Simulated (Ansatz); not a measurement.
# The 1T-PtSe2 monolayer under a gate

Aim: charge, voltage and capacitance of the 1T-PtSe2 monolayer in a field-effect set-up.

Program: Ansatz 0.2.0. Level of theory: plane-wave DFT, PBE-D3(BJ), Ansatz PAW, in the first sound run; inputs show where later runs differ. Results are calculated unless marked as measured.

**1. The structure**

The cell holds 3 atoms: 2 Se and 1 Pt. Its edges and angles: a = 3.750 Å, b = 3.750 Å, c = 35.568 Å, α = 90.0°, β = 90.0°, γ = 120.0°. Vacuum lies along c.

**2. Relaxing the slab**

The starting cell is a guess, so the in-plane lattice and the atoms are relaxed first, with the slab cut off from its images along the normal.

File input.yaml:

```yaml
crystal:
  lattice:
    - [3.75, 0.0, 0.0]
    - [-1.875, 3.2475952642, 0.0]
    - [0.0, 0.0, 35.5677177975]
  atoms:
    - { symbol: Se, position: [0.6666666667, 0.3333333333, 0.4681211231] }
    - { symbol: Pt, position: [0.0, 0.0, 0.5] }
    - { symbol: Se, position: [0.3333333333, 0.6666666667, 0.5318788769] }
  periodic: [true, true, false]
kpoints:
  mp_grid: { grid: [12, 12, 1] }
hamiltonian:
  xc: pbe
  dispersion: d3bj
scf:
  occupations: { method: fermi_dirac, width: 0.05 }
  convergence: { dr2_threshold: 1.0e-09 }
relax:
  f_tol: 0.004
  max_steps: 90
  cell: {}
output:
  write_potential: true
  write_density: true
  volumetric_format: npy
```

On the command line:

```
> ansatz run input.yaml --threads 4 --pin off --max-ram 6144MiB --backend cpu --events-out ev --progress --plain --runs-dir out
```

Numbers of over 12 decimals in the logs are rounded to 6 here.

The log of the run:

```text
Warning: relax.cell: scf.convergence.dr2_threshold = 1e-9 eV is looser than the 1.99339654321e-10 eV advised for a relaxation that steers and ends on the stress (1e-10 eV for each atom of the cell: 3, times the square of relax.cell.stress_2d_tol = 0.05 N/m over 12.3 Å (the atoms' height at the walk's start and 5 Å past either face), 4.076e-2 GPa, over a crystal's default 0.05). What an SCF threshold leaves in a stress goes as its square root, and in the free energy as the threshold itself, and one threshold admits the most on a small cell: [figures from the program's tests cut] Set scf.convergence.dr2_threshold to 1.99339654321e-10 eV or tighter. [rest of the remark cut]
Engine: ansatz 0.2.0, aarch64-unknown-linux-gnu
Pseudopotentials: kind: paw
Pseudopotential: Se, paw, valence charge 16, recommended cutoff 420 eV (normal), Se.paw.azcp
Pseudopotential: Pt, paw, valence charge 18, recommended cutoff 420 eV (normal), Pt.paw.azcp
Functional definition: PBE
  parameter kappa = 0.804
  parameter beta = 0.066725
  exchange = pbe_x(kappa = kappa, mu = beta*pi^2/3)
  correlation = pbe_c(beta = beta)
Crystal: 3 atoms, lattice volume = 433.161 Å³
Basis set: ecut = 420 eV, 8519 PW (Γ), exchange–correlation on 54×54×480 points (8 copies of the dense FFT grid, shifted against one another)
Bands: 30, of which v1, the nominal top of the filled ones, is band 25 counted from 1 (24 counted from 0)
Symmetry: 12 space group operations
Space group: P-3m1 (ITA 164), of the structure as read, at distance tolerance 7.6e-5 Å
k-points: 19 of 144
Non-local potential: Se, projectors of the file, l = 0: 2, l = 1: 2, l = 2: 3, l = 3: 1
Non-local potential: Pt, projectors of the file, l = 0: 3, l = 1: 2, l = 2: 2, l = 3: 1
PAW form: soft (Blöchl's): semilocal exchange-correlation on the pseudo side does not see the compensation charge
PAW one-centre angular grid: Se, 590 points (default); XC on 64 Gauss nodes
PAW one-centre angular grid: Pt, 590 points (default); XC on 64 Gauss nodes
Initial density: superposition of atomic densities (neutral atoms: chi_scale 0, normalization atom), corrected by the library's trained network
Initial wavefunctions: pseudopotential atomic-orbital guess
Functional: x = pbe(κ = 0.804, μ = 0.219515), c = pbe(β = 0.066725)
SCF iter   1: F=—  HF=-23462.901114 eV  |F-HF|=—  |Δ(HF+E_count)|=         —  Δρ=1.40e-3  dr2=9.14e-3  ethr=1.77e-3  ⟨swp⟩=13.9  Hψ=3775  notcnv=0
preconditioner: auto → Resta (q_TF=auto, 1.904 Å⁻¹)  ε∞=1.7  [insulator: Δε(μ)=1.153 eV  Ē_g=9.910 eV  σ=0.050 eV  W_gap=1.00  n_scr=20 (ndim 8)  ℏωp=8.4 eV  f_vac=0.830  D(μ)=0.00/eV (n_scr^D=0)  ε∞_Penn≈1.7  vacuum switching on, ρ_ref=7.1e-3 e/Å³]
SCF iter   2: F=—  HF=-23462.892899 eV  |F-HF|=—  |Δ(HF+E_count)|=   8.21e-3  Δρ=5.61e-4  dr2=9.16e-4  ethr=1.83e-5  ⟨swp⟩=4.1  Hψ=1653  notcnv=0  defer=6
SCF iter   3: F=—  HF=-23462.893001 eV  |F-HF|=—  |Δ(HF+E_count)|=   1.02e-4  Δρ=1.41e-4  dr2=4.59e-5  ethr=1.83e-6  ⟨swp⟩=3.0  Hψ=990  notcnv=0  defer=6
SCF iter   4: F=—  HF=-23462.893049 eV  |F-HF|=—  |Δ(HF+E_count)|=   4.84e-5  Δρ=4.15e-5  dr2=8.52e-6  ethr=9.17e-8  ⟨swp⟩=3.1  Hψ=1305  notcnv=0  defer=6
SCF iter   5: F=—  HF=-23462.893054 eV  |F-HF|=—  |Δ(HF+E_count)|=   4.45e-6  Δρ=2.66e-5  dr2=4.55e-6  ethr=1.70e-8  ⟨swp⟩=4.1  Hψ=1416  notcnv=0  defer=6
SCF iter   6: F=—  HF=-23462.893116 eV  |F-HF|=—  |Δ(HF+E_count)|=   6.25e-5  Δρ=1.15e-5  dr2=7.81e-7  ethr=9.11e-9  ⟨swp⟩=2.0  Hψ=673  notcnv=0  defer=6
SCF iter   7: F=—  HF=-23462.893116 eV  |F-HF|=—  |Δ(HF+E_count)|=   6.46e-8  Δρ=2.87e-6  dr2=5.22e-8  ethr=1.56e-9  ⟨swp⟩=3.0  Hψ=891  notcnv=0  defer=6
SCF iter   8: F=—  HF=-23462.893116 eV  |F-HF|=—  |Δ(HF+E_count)|=   5.07e-9  Δρ=4.76e-7  dr2=1.45e-9  ethr=1.04e-10  ⟨swp⟩=2.8  Hψ=944  notcnv=0  defer=6
SCF iter   9: F=-23462.893116 eV  HF=-23462.893116 eV  |F-HF|=3.49e-10  |Δ(HF+E_count)|=  6.69e-10  Δρ=8.37e-8  dr2=3.68e-11  ethr=2.00e-12  ⟨swp⟩=12.5  Hψ=4295  notcnv=0
SCF 1 converged in 9 iterations: F = -23462.893116 eV  dr2 = 3.68e-11
  greatest PAW one-centre occupation: 1.000 electrons in one spin orbital (limit 2), on the Pt atom at site 1 (counted from 0), in its partial waves of l = 0
relax step   1: F+E_penalty+E_count = -23462.89311617 eV  Δ(F+E_penalty+E_count) = +0.000e0 eV  max|allowed force component| = 2.134e0 eV/Å  Δτ_max = 0.0000 Å  P = +5.448 N/m  Ω = 433.161 Å³  fix = [c, alpha, beta]  reactions: c +0.000 N/m  (9 SCF iters, accepted)
Crystal: 3 atoms, lattice volume = 434.381 Å³
Initial density: handed on by an earlier stage of this run
Initial wavefunctions: those handed on with the density
iter 1 solved again at ethr=1.21e-4 eV; its pass at ethr=3.10e-3 eV (dr2=6.06e-2 eV) is discarded
SCF iter   1: F=—  HF=-23463.233078 eV  |F-HF|=—  |Δ(HF+E_count)|=         —  Δρ=5.00e-3  dr2=6.14e-2  ethr=1.21e-4  ⟨swp⟩=2.8  Hψ=3756  notcnv=0
preconditioner: auto → Resta (q_TF=auto, 1.903 Å⁻¹)  ε∞=1.8  [insulator: Δε(μ)=1.348 eV  Ē_g=9.231 eV  σ=0.050 eV  W_gap=1.00  n_scr=20 (ndim 8)  ℏωp=8.4 eV  f_vac=0.819  D(μ)=0.00/eV (n_scr^D=0)  ε∞_Penn≈1.8  vacuum switching on, ρ_ref=6.2e-3 e/Å³]
SCF iter   2: F=—  HF=-23463.225701 eV  |F-HF|=—  |Δ(HF+E_count)|=   7.38e-3  Δρ=2.76e-3  dr2=2.36e-2  ethr=1.21e-4  ⟨swp⟩=3.9  Hψ=1255  notcnv=0
SCF iter   3: F=—  HF=-23463.227294 eV  |F-HF|=—  |Δ(HF+E_count)|=   1.59e-3  Δρ=1.81e-3  dr2=2.20e-2  ethr=4.72e-5  ⟨swp⟩=2.9  Hψ=984  notcnv=0
SCF iter   4: F=—  HF=-23463.224119 eV  |F-HF|=—  |Δ(HF+E_count)|=   3.17e-3  Δρ=3.60e-4  dr2=4.08e-4  ethr=4.39e-5  ⟨swp⟩=2.9  Hψ=1004  notcnv=0  defer=3
SCF iter   5: F=—  HF=-23463.224147 eV  |F-HF|=—  |Δ(HF+E_count)|=   2.80e-5  Δρ=8.48e-5  dr2=2.54e-5  ethr=8.15e-7  ⟨swp⟩=3.4  Hψ=1043  notcnv=0  defer=3
SCF iter   6: F=—  HF=-23463.224110 eV  |F-HF|=—  |Δ(HF+E_count)|=   3.69e-5  Δρ=1.84e-5  dr2=2.62e-6  ethr=5.09e-8  ⟨swp⟩=3.4  Hψ=1126  notcnv=0  defer=3
SCF iter   7: F=—  HF=-23463.224169 eV  |F-HF|=—  |Δ(HF+E_count)|=   5.86e-5  Δρ=6.64e-6  dr2=2.47e-7  ethr=5.23e-9  ⟨swp⟩=3.7  Hψ=1255  notcnv=0  defer=3
SCF iter   8: F=—  HF=-23463.224169 eV  |F-HF|=—  |Δ(HF+E_count)|=   1.54e-7  Δρ=1.90e-6  dr2=2.27e-8  ethr=4.93e-10  ⟨swp⟩=2.9  Hψ=883  notcnv=0  defer=3
SCF iter   9: F=-23463.224169 eV  HF=-23463.224169 eV  |F-HF|=6.48e-10  |Δ(HF+E_count)|=   6.79e-9  Δρ=3.67e-7  dr2=8.40e-10  ethr=2.00e-12  ⟨swp⟩=10.9  Hψ=4794  notcnv=0
SCF 2 converged in 9 iterations: F = -23463.224169 eV  dr2 = 8.40e-10
relax step   2: F+E_penalty+E_count = -23463.22416889 eV  Δ(F+E_penalty+E_count) = -3.311e-1 eV  max|allowed force component| = 3.425e-1 eV/Å  Δτ_max = 0.1948 Å  P = -2.085 N/m  Ω = 434.381 Å³  energy of the carried Pulay correction = -3.882e-5 eV  fix = [c, alpha, beta]  reactions: c -0.000 N/m  (9 SCF iters, accepted)
Crystal: 3 atoms, lattice volume = 434.011 Å³
iter 1 solved again at ethr=2.53e-6 eV; its pass at ethr=3.10e-3 eV (dr2=1.26e-3 eV) is discarded
SCF iter   1: F=—  HF=-23463.235598 eV  |F-HF|=—  |Δ(HF+E_count)|=         —  Δρ=6.69e-4  dr2=1.17e-3  ethr=2.53e-6  ⟨swp⟩=3.1  Hψ=2979  notcnv=0
preconditioner: auto → Resta (q_TF=auto, 1.903 Å⁻¹)  ε∞=1.8  [insulator: Δε(μ)=1.414 eV  Ē_g=9.285 eV  σ=0.050 eV  W_gap=1.00  n_scr=20 (ndim 8)  ℏωp=8.4 eV  f_vac=0.822  D(μ)=0.00/eV (n_scr^D=0)  ε∞_Penn≈1.8  vacuum switching on, ρ_ref=6.3e-3 e/Å³]
SCF iter   2: F=—  HF=-23463.235456 eV  |F-HF|=—  |Δ(HF+E_count)|=   1.42e-4  Δρ=3.71e-4  dr2=4.72e-4  ethr=2.35e-6  ⟨swp⟩=3.4  Hψ=1064  notcnv=0
SCF iter   3: F=—  HF=-23463.235462 eV  |F-HF|=—  |Δ(HF+E_count)|=   6.07e-6  Δρ=2.45e-4  dr2=3.68e-4  ethr=9.45e-7  ⟨swp⟩=2.8  Hψ=879  notcnv=0
SCF iter   4: F=—  HF=-23463.235416 eV  |F-HF|=—  |Δ(HF+E_count)|=   4.66e-5  Δρ=4.67e-5  dr2=7.22e-6  ethr=7.36e-7  ⟨swp⟩=2.8  Hψ=826  notcnv=0
SCF iter   5: F=—  HF=-23463.235402 eV  |F-HF|=—  |Δ(HF+E_count)|=   1.38e-5  Δρ=1.23e-5  dr2=6.65e-7  ethr=1.44e-8  ⟨swp⟩=3.6  Hψ=1112  notcnv=0
SCF iter   6: F=—  HF=-23463.235461 eV  |F-HF|=—  |Δ(HF+E_count)|=   5.92e-5  Δρ=3.00e-6  dr2=7.97e-8  ethr=1.33e-9  ⟨swp⟩=3.2  Hψ=992  notcnv=0
SCF iter   7: F=—  HF=-23463.235461 eV  |F-HF|=—  |Δ(HF+E_count)|=   2.20e-8  Δρ=1.31e-6  dr2=1.51e-8  ethr=1.59e-10  ⟨swp⟩=3.9  Hψ=1249  notcnv=0
SCF iter   8: F=-23463.235461 eV  HF=-23463.235461 eV  |F-HF|=8.88e-10  |Δ(HF+E_count)|=   5.69e-9  Δρ=2.69e-7  dr2=4.05e-10  ethr=2.00e-12  ⟨swp⟩=10.4  Hψ=4446  notcnv=0
SCF 3 converged in 8 iterations: F = -23463.235461 eV  dr2 = 4.05e-10
relax step   3: F+E_penalty+E_count = -23463.23546122 eV  Δ(F+E_penalty+E_count) = -1.129e-2 eV  max|allowed force component| = 4.246e-2 eV/Å  Δτ_max = 0.0263 Å  P = -1.254 N/m  Ω = 434.011 Å³  energy of the carried Pulay correction = -2.709e-5 eV  fix = [c, alpha, beta]  reactions: c -0.000 N/m  (8 SCF iters, accepted)
[...]
relax step   4: F+E_penalty+E_count = -23463.24517751 eV  Δ(F+E_penalty+E_count) = -9.716e-3 eV  max|allowed force component| = 1.199e-2 eV/Å  Δτ_max = 0.0114 Å  P = -0.403 N/m  Ω = 427.272 Å³  energy of the carried Pulay correction = +1.890e-4 eV  fix = [c, alpha, beta]  reactions: c -0.000 N/m  (8 SCF iters, accepted)
[...]
relax step   5: F+E_penalty+E_count = -23463.24687179 eV  Δ(F+E_penalty+E_count) = -1.694e-3 eV  max|allowed force component| = 1.472e-3 eV/Å  Δτ_max = 0.0109 Å  P = +0.013 N/m  Ω = 423.164 Å³  energy of the carried Pulay correction = +3.224e-4 eV  fix = [c, alpha, beta]  reactions: c +0.000 N/m  (7 SCF iters, accepted)
Basis set: ecut = 420 eV, 8303 PW (Γ), exchange–correlation on 50×50×480 points (8 copies of the dense FFT grid, shifted against one another)
Initial wavefunctions: pseudopotential atomic-orbital guess (no wavefunctions were taken with the density)
iter 1 solved again at ethr=5.27e-7 eV; its pass at ethr=3.10e-3 eV (dr2=2.64e-4 eV) is discarded
SCF iter   1: F=—  HF=-23463.246551 eV  |F-HF|=—  |Δ(HF+E_count)|=         —  Δρ=1.66e-5  dr2=1.89e-7  ethr=5.27e-7  ⟨swp⟩=6.1  Hψ=5794  notcnv=0
eigensolver tolerance schedule: the retry pair's looser diagonalisation over-reported the residual by 1393.43 of it (diagonalisation noise at 0.31 of the residual, at the tolerance the schedule requests for it); recorded, not acted on — ethr = c·dr2/N_el stays at c = 1.0e-1
preconditioner: auto → Resta (q_TF=auto, 1.911 Å⁻¹)  ε∞=1.8  [insulator: Δε(μ)=1.379 eV  Ē_g=9.367 eV  σ=0.050 eV  W_gap=1.00  n_scr=20 (ndim 8)  ℏωp=8.5 eV  f_vac=0.820  D(μ)=0.00/eV (n_scr^D=0)  ε∞_Penn≈1.8  vacuum switching on, ρ_ref=6.4e-3 e/Å³]
SCF iter   2: F=—  HF=-23463.246571 eV  |F-HF|=—  |Δ(HF+E_count)|=   2.01e-5  Δρ=8.21e-6  dr2=5.18e-8  ethr=3.78e-10  ⟨swp⟩=4.8  Hψ=1710  notcnv=0
SCF iter   3: F=—  HF=-23463.246571 eV  |F-HF|=—  |Δ(HF+E_count)|=   3.83e-8  Δρ=3.35e-6  dr2=6.86e-8  ethr=1.04e-10  ⟨swp⟩=3.0  Hψ=1247  notcnv=0
SCF iter   4: F=—  HF=-23463.246571 eV  |F-HF|=—  |Δ(HF+E_count)|=   1.07e-8  Δρ=1.03e-6  dr2=1.18e-9  ethr=1.04e-10  ⟨swp⟩=3.2  Hψ=946  notcnv=0
SCF iter   5: F=-23463.246571 eV  HF=-23463.246571 eV  |F-HF|=8.73e-11  |Δ(HF+E_count)|=   1.48e-9  Δρ=2.56e-7  dr2=8.86e-11  ethr=2.00e-12  ⟨swp⟩=17.2  Hψ=4580  notcnv=0
SCF 6 converged in 5 iterations: F = -23463.246571 eV  dr2 = 8.86e-11
relax step   6: F+E_penalty+E_count = -23463.24657074 eV  Δ(F+E_penalty+E_count) = +3.011e-4 eV  max|allowed force component| = 1.563e-3 eV/Å  Δτ_max = 0.0000 Å  P = +0.012 N/m  Ω = 423.164 Å³  fix = [c, alpha, beta]  reactions: c +0.000 N/m  stress off target by 1.22e-2 N/m on what of the cell is left free  SCF on the basis re-selected at this cell (its energy is not comparable with the rows above)  (5 SCF iters)
basis re-selected at this cell: Δ(F+E_penalty+E_count) = +3.011e-4 eV, ΔP = -0.001 N/m vs the last step (what re-selecting the basis moved, of the pressure what is left beyond the Pulay correction that the steps carried, after the strain that the cell walked since its last selection, with what the two solves' SCF thresholds leave and, on support functions, any second-order correction that the steps lacked; it is no measure of the basis error at this ecutwfc). The dense FFT grid was sized anew with the basis: this SCF ran on 25×25×240 points, the steps before it on 27×27×240, so part of this shift can come from that change (see relax.cell in the input reference). [rest of the remark cut]
SCF converged after 5 iterations
Free energy (F): -23463.246571 eV
Harris-Foulkes:  -23463.246571 eV  (|F-HF|=8.73e-11)
Internal energy: -23463.246570 eV  (E = F + TS)
E sigma→0 (E₀):  -23463.246571 eV
Entropy (-TS):   -0.000000 eV (-0.000 meV/atom)
Fermi energy:    -4.941990 eV
--- Per-component energies (eV) ---
  E_band       = -1846.878334
  E_kinetic    = 873.346212
  E_local      = -150353.707818  (includes V_loc(G=0)·N_el)
  E_nonlocal   = -990.959614
  E_hartree    = 74488.021943
  E_xc         = -469.810391
  E_vxc        = -498.652863  (∫ρ·V_xc dr)
  E_paw        = -13277.691160  (= ΣΔE_a)
  E_vpaw       = 147.052081  (= ΣTr[D̂ρ^β])
  E_aug_tail   = -0.000983  (compensation charges beyond the density's cutoff)
  E_ewald      = 66268.451109
  E_disp       = -0.895868  (pairwise vdW)
  E_smearing   = -0.000000  (= −TS)
  E_closure    = -0.000000  (closes the sum)
  Σ components = -23463.246571   (vs F -23463.246571, Δ=0.00e0)
--- Forces (eV/Å), atoms counted from 1 ---
  atom   1  Se    -0.00000000     0.00000000    -0.00156299
  atom   2  Pt    -0.00000000     0.00000000     0.00000000
  atom   3  Se    -0.00000000     0.00000000     0.00156299
  max |Σ_I F_I| component: 1.04e-17 eV/Å
--- 2D stress c σ (N/m, compression-positive) ---
        0.012201       0.000000       0.000000
        0.000000       0.012201      -0.000000
        0.000000      -0.000000       0.000000
  P = ½ c Tr σ = 0.0122 N/m
--- Band table (eV; the first three rows and the last of 19) ---
  k-point 0: bands = [... 21 lower, -6.9569, -6.3278, -5.6532, -5.6532, -2.6882, -2.6882, -1.1462, -0.4468, ... 1 higher]
  k-point 1: bands = [... 21 lower, -7.1963, -6.1966, -5.7138, -5.6491, -3.1882, -2.8023, -0.8886, -0.3252, ... 1 higher]
  k-point 2: bands = [... 21 lower, -7.6440, -5.9421, -5.8567, -5.7196, -4.0181, -3.0090, -0.3471, -0.0400, ... 1 higher]
  k-point 18: bands = [... 21 lower, -8.1864, -7.9631, -6.6346, -6.6346, -3.8765, -3.8765, 0.3941, 2.4579, ... 1 higher]
  the weakly bound empty levels are not read free of the cell's end (no_gap_told)
--- Relaxed structure (5 steps of the walk, 5 accepted, 1 SCFs on fresh bases) ---
  F+E_penalty+E_count = -23463.24657074 eV   max|allowed force component| = 1.563e-3 eV/Å   (the final SCF, on the basis selected at the relaxed cell)
  cell:  # Å, volume = 423.1638 Å³
    - [3.706474, 0, 0]
    - [-1.853237, 3.209901, 0]
    - [0, 0, 35.5677177975]
  atoms:
    - { symbol: Se, position: [0.666667, 0.333333, 0.462755] }
    - { symbol: Pt, position: [0, 0, 0.500000] }
    - { symbol: Se, position: [0.333333, 0.666667, 0.537245] }
```

Wall time 25 s (4 threads of Arm Neoverse V1, shared host); peak memory 0.84 GiB.

The steps of the relaxation:

```tsv
step	energy less that of the first step (eV)	largest force component (eV/Å)	volume (Å³)
1	0.0000	2.1337	433.16
2	-0.3311	0.3425	434.38
3	-0.3423	0.0425	434.01
4	-0.3521	0.0120	427.27
5	-0.3538	0.0015	423.16
6*	-0.3535	0.0016	423.16
```

Relaxation steps marked * repeat the geometry before them on a plane-wave basis chosen anew for their cell, so energy and pressure can jump there.

Forces are held to the 12 operations that the run works with; a distortion that breaks them can't arise in this run.

```tsv
cell as run	before	after	change
a (Å)	3.750	3.706	-1.2 %
b (Å)	3.750	3.706	-1.2 %
```

The atoms that moved most (Å, along periodic axes as changes of fractional coordinates times the final cell, across vacuum about the mean position):

```tsv
atom	dx	dy	dz	length
Se1	0.000	0.000	-0.191	0.191
Se3	0.000	0.000	0.191	0.191
```

Final coordinates:

```xyz
3
Lattice="3.7065 0.0000 0.0000 -1.8532 3.2099 0.0000 0.0000 0.0000 35.5677" Properties=species:S:1:pos:R:3
Se    1.8532    1.0700   16.4591
Pt    0.0000    0.0000   17.7839
Se    0.0000    2.1399   19.1086
```

The lattice constant a goes from 3.750 to 3.706 Å.

[end of part 1 of 3]

[Logs are printed without paths, hosts, clocks, repeated set-up lines and the standing remarks that a program may print on its own settings, such as how far it seeks lower states.]

[Hosts, paths, dates, database ids (printed as entryN), source tags and the programs' standing remarks are cut or masked in the printed files.]

[Maps of the electrostatic potential energy from Ansatz leave out the sawtooth potential of an applied field or a dipole correction, so their vacuum need not be flat; planar profiles and work functions include it.]
